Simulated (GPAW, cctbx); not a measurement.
# BeTl2Te4Pb: deformation density and structure factors from DFT

Question: by how much does bonding change the X-ray structure factors of BeTl2Te4Pb, how firmly does DFT give the change, and what does a routine refinement make of it?

The cell comes from substitution in a known structure type and wasn't matched to any measured phase. All numbers below are calculated.

## 1. Relax the structure

The density hangs on the geometry, so cell and atoms are relaxed first, with the symmetry held. The cutoff is set higher than for the density because stress converges slowly with plane waves.

Settings: GPAW 26.7.0, PBE, 570 eV, 4×4×4 k-points, Fermi–Dirac width 0.1 eV, BFGS to 0.03 eV/Å.

```text
cell
1.0
    -4.300500000    4.300500000    3.575000000
     4.300500000   -4.300500000    3.575000000
     4.300500000    4.300500000   -3.575000000
Pb Tl Te Be
1 2 4 1
Direct
0.000000000 0.000000000 0.000000000
0.000000000 0.500000000 0.500000000
0.500000000 0.000000000 0.500000000
0.940200000 0.596000000 0.000000000
0.059800000 0.059800000 0.655800000
0.596000000 0.940200000 0.000000000
0.404000000 0.404000000 0.344200000
0.500000000 0.500000000 0.000000000
```

```console
$ OMP_NUM_THREADS=1 mpirun -n 4 gpaw python run.py > gpaw.log
```

```text
BFGS:    0      -25.218215        2.088320
BFGS:    1      -25.454872        1.791561
BFGS:    2      -26.186352        0.917244
BFGS:    3      -26.412004        0.750390
...
BFGS:   12      -26.788824        0.086341
BFGS:   13      -26.789822        0.077852
BFGS:   14      -26.792520        0.025137
cell  6.9990 6.9990 6.9990  104.40 104.40 120.18
volume 256.904 A^3, largest force 0.017 eV/A, largest stress 0.06 GPa
```

After 14 steps the volume has changed by -2.9 % and the energy by -1.574 eV; the largest stress left is 0.06 GPa. It took 6 min on 4 cores of Arm Neoverse V2 (shared host), peak memory 1.8 GiB.

Relaxed structure: I-42m (no. 121), a = 8.5797 Å, b = 8.5797 Å, c = 6.9800 Å, α = 90.00°, β = 90.00°, γ = 90.00°.

| atom | mult. | x | y | z |
| --- | --- | --- | --- | --- |
| Pb1 | 2 | 0 | 0 | 0 |
| Tl1 | 4 | 1/2 | 0 | 0 |
| Te1 | 8 | 0.3293 | 0.6707 | 0.2063 |
| Be1 | 2 | 0 | 0 | 1/2 |

## 2. Density and charge transfer

X-rays see the whole electron density, so the PAW density is rebuilt with its core regions. Subtracting spherical free atoms from the same code cancels the cores and leaves the deformation density Δρ, the part due to bonding.

Settings: PBE, 450 eV, 5×5×5 k-points, Fermi–Dirac width 0.1 eV; primitive cell of 8 atoms.

```console
$ OMP_NUM_THREADS=1 mpirun -n 4 gpaw python run.py > gpaw.log
```

```text
|iter:   1|       0s |  -27.204784 | -0.16 |       |
|iter:   2|       2s |  -27.101334 | -1.83 | -1.32 |
|iter:   3|       4s |  -26.866521 | -1.68 | -1.36 |
...
|iter:   8|      15s |  -26.648400c| -6.01 | -3.50 |
|iter:   9|      18s |  -26.648419c| -6.92 | -4.10c|
|iter:  10|      20s |  -26.648415c| -7.66c| -4.68c|
```

```text
grid (70, 70, 70)  electrons 456.000  moved by bonding 1.260 e
deformation density beyond 0.5 A of the nuclei: max 0.094, min -0.057 e/A^3
atom        x       y       z   Voronoi charge  moment
Pb1    0.0000  0.0000  0.0000      0.208       0.00
Tl2    0.5000  0.5000  0.5000      0.160       0.00
Tl3    0.0000  0.5000  0.5000      0.160       0.00
Te4    0.5356  0.3414  0.0000     -0.118       0.00
Te5    0.1230  0.0000  0.3414     -0.118       0.00
Te6    0.8770  0.6586  0.0000     -0.118       0.00
Te7    0.4644  0.0000  0.6586     -0.118       0.00
Be8    0.5000  0.0000  0.0000     -0.056       0.00
mean inner potential of superposed free atoms 15.859 V
total magnetic moment 0.000 muB
```

Deformation density in a plane through the shortest contact of the Te atom at the origin, in 0.01 e/Å³ (clipped at ±99); x from -1.6 to 4.1 Å, y from 2.4 down to -2.4 Å:

```text
 -1  -1  -2  -3  -2   7   3  -2  -1   4   3  -4   .   .   .   1
  0  -1  -1   0  -1  -3  -4  -4  -1   2   1  -3  -3   .  -2  -2
  0   0   1   3   5   5   2   0  -1   1   2   3   3   0  -3  -4
  0   0   1   2   4   4   3   1   0   0   2   7   9   6   1  -2
  0   0  -1  -3  -4  -4  -1   2   2  -1   0   4   6   4   1  -1
  0   0   0  -2   .  -2  -3   5   6   1   2   .   1  -1  -1  -1
  0   1   3  -1   .   .  -2   8   8   4   .   .   3  -4  -3  -1
  0   1   3   0   .  -2  -1   5   5   1   1   .   0  -3  -2  -1
  0   0   1   1  -1  -3  -2   1   1  -2  -4  -3  -1  -1  -1  -1
  0   0   0  -1  -2  -3  -2  -1  -1  -2  -2  -2   0   0   0  -1
 -1  -1   0  -1  -1  -1  -1  -1  -1  -1  -1  -1  -1   0  -1  -2
 -2  -1   0   0   0   0   0   0  -1  -1  -1  -1  -1  -1  -2  -4
 -2  -1   0   0   0   0   0   0   0   0  -1  -1  -2  -2  -3   0
```

Atoms in or within 0.15 Å of the plane: Te (0.0, 0.0), Te (3.4, 2.4), Be (2.5, 0.0) Å. Dots mark points within about 0.45 Å of a nucleus; large values next to them are atomic features.

Te gains most (-0.12 e) and Pb loses most (+0.21 e), which isn't the order of electronegativity: valence and coordination count too, and Voronoi cells cut space at the midplane whatever the atoms' sizes. Such charges fall far short of formal ones, since overlapping free atoms already put density on their neighbours. Along the shortest contact from the Te atom at the map's origin, Te–Be at 2.52 Å, Δρ is +0.09 e/Å³ at the midpoint: a bond charge, the mark of covalency. At the midpoints of other shortest contacts it is +0.06 (Pb–Te, 2.91 Å) e/Å³. Point values carry grid noise of about 0.01 e/Å³. The run needed 10 iterations, 28 s.

## 3. From the density to structure factors

The Fourier components of Δρ, added to those of the free atoms, give the static X-ray structure factors; the Mott–Bethe relation turns them into the Fourier components V of the potential that fast electrons feel.

```text
static structure factors of the conventional cell: F in electrons, V (Mott-Bethe) in volts
   h  k  l      d  |F| table  |F| free   |F| DFT   change   |V| free  |V| DFT  change %
   1  1  0  6.0668    57.606    57.523    57.215   -0.309     0.174    0.073    -58.1
   1  0  1  5.4145    99.560    99.345    98.929   -0.416     0.720    0.828     15.1
   2  0  0  4.2899   255.896   255.573   255.364   -0.208     2.371    2.405      1.4
   0  0  2  3.4900   138.138   137.788   136.743   -1.044     0.367    0.480     30.9
   2  1  1  3.3624   305.446   305.513   305.781    0.268     4.401    4.368     -0.8
   2  2  0  3.0334   539.877   539.812   539.571   -0.241     6.481    6.500      0.3
   1  1  2  3.0252   249.435   249.501   249.380   -0.121     3.097    3.105      0.3
   3  1  0  2.7131   296.924   296.982   296.632   -0.349     3.497    3.520      0.7
   2  0  2  2.7072   584.086   584.056   584.354    0.298     6.846    6.826     -0.3
   3  0  1  2.6464   228.129   228.101   227.798   -0.303     2.522    2.541      0.8
   2  2  2  2.2895   348.788   348.617   348.519   -0.098     3.372    3.377      0.2
   3  2  1  2.2523    86.563    86.481    86.551    0.069     0.550    0.549     -0.1
   1  0  3  2.2456   244.450   244.463   244.375   -0.089     2.582    2.586      0.2
   4  0  0  2.1449   272.106   271.869   271.887    0.018     2.202    2.201     -0.0
```

The largest X-ray change is -1.04 e on 002, 0.8 % of |F|. For electrons V goes as (Z − F)/g², so a change of F counts against Z − F, which is small at low angle and wherever the atoms' terms cancel: |V| of 110 moves by -58.1 % (0.17 to 0.07 V) against -0.5 % in |F|. These compare absolute values; so weak a component may also change sign. The tabulated Hartree–Fock atoms differ from the free DFT atoms by up to 0.35 e, so the choice of reference atom matters too.

## 4. Which functional?

The same geometry is run with other functionals, to see whether the bonding signal is larger than the spread between approximations. Free atoms are LDA for LDA and PBE otherwise; meta-GGAs and hybrids keep PBE cores. Any other changed setting is in the row's label.

| run | ΔF 002 (e) | ΔF 101 (e) | ΔF 310 (e) | q(Te) (e) | moved (e) | time |
| --- | --- | --- | --- | --- | --- | --- |
| PBE | -1.044 | -0.416 | -0.349 | -0.118 | 1.260 | 28 s |
| LDA | -0.951 | -0.406 | -0.371 | -0.106 | 1.181 | 28 s |
| SCAN | -1.086 | -0.351 | -0.311 | -0.119 | 1.354 | 76 s |

At the base's settings ΔF(002) spans -1.086 to -0.951 e, a spread of 13 % of the PBE value; over the three listed reflections the spread is at most 17 %, so sign and size hold across the functionals. Times are from shared hosts.

## 5. What a spherical-atom refinement makes of it

Routine crystallography fits spherical atoms. To see the bias, intensities are simulated from tabulated atoms plus the DFT change ΔF, so that bonding alone can misfit (16828 reflections of the full sphere, merged to the counts below, to 0.4 Å, 0.5 % proportional noise plus counting noise, assumed isotropic U as listed, Δρ smeared by the mean U) and refined with cctbx over different ranges.

| range | data | R1 | GooF | U Pb1 (true 0.0057) | U Tl1 (true 0.0057) | U Te1 (true 0.0068) | U Be1 (true 0.0141) | largest shift (Å) | Δρ max, min (e/Å³) |
| --- | --- | --- | --- | --- | --- | --- | --- | --- | --- |
| all data | 2216 | 0.0044 | 0.94 | 0.0057 | 0.0057 | 0.0068 | 0.0148 | 0.0001 | 0.31, -0.55 |
| low resolution, d > 0.84 | 256 | 0.0023 | 0.92 | 0.0057 | 0.0057 | 0.0068 | 0.0142 | 0.0004 | 0.10, -0.12 |
| high order, d < 0.75 | 1858 | 0.0052 | 0.95 | 0.0057 | 0.0057 | 0.0068 | 0.0146 | 0.0000 | 0.32, -0.43 |
| occupancies free, d > 0.7 | 423 | 0.0026 | 0.93 | 0.0057 | 0.0057 | 0.0068 | 0.0154 | 0.0001 | 0.15, -0.18 |

With all data GooF is 0.94, so at this noise the bonding hardly shows; the top residual peak, near noise level, lies 1.53 Å from Te and 2.24 Å from Tl. No U is off by more than 3 s.u. at low resolution. With Pb1 held at 1 and the scale free, the other occupancies refine to Tl1 0.999(0.001), Te1 1.000(0.001) and Be1 1.003(0.023), within three s.u. of full.

## 6. Answer

Bonding moves 1.26 e in the primitive cell of BeTl2Te4Pb and changes the structure factors of the conventional cell in the table above by at most 1.04 e (002, 0.8 %). The shortest bond, Te–Be, has Δρ = +0.09 e/Å³ at its midpoint, a covalent bond charge. At the base's settings ΔF(002) spans -1.086 to -0.951 e, a spread of 13 % of the PBE value; over the three listed reflections the spread is at most 17 %, so sign and size hold across the functionals. With all data GooF is 0.94, so at this noise the bonding hardly shows. Limits: static density, frozen cores, no spin–orbit coupling.

[Outputs are excerpts: Python notices, other lines and further rows are left out; steps that failed or that the build refused (PBEsol, TPSS) are not shown.]

[Logs are printed without paths, hosts, clocks, repeated set-up lines and the standing remarks that a program may print on its own settings, such as how far it seeks lower states.]
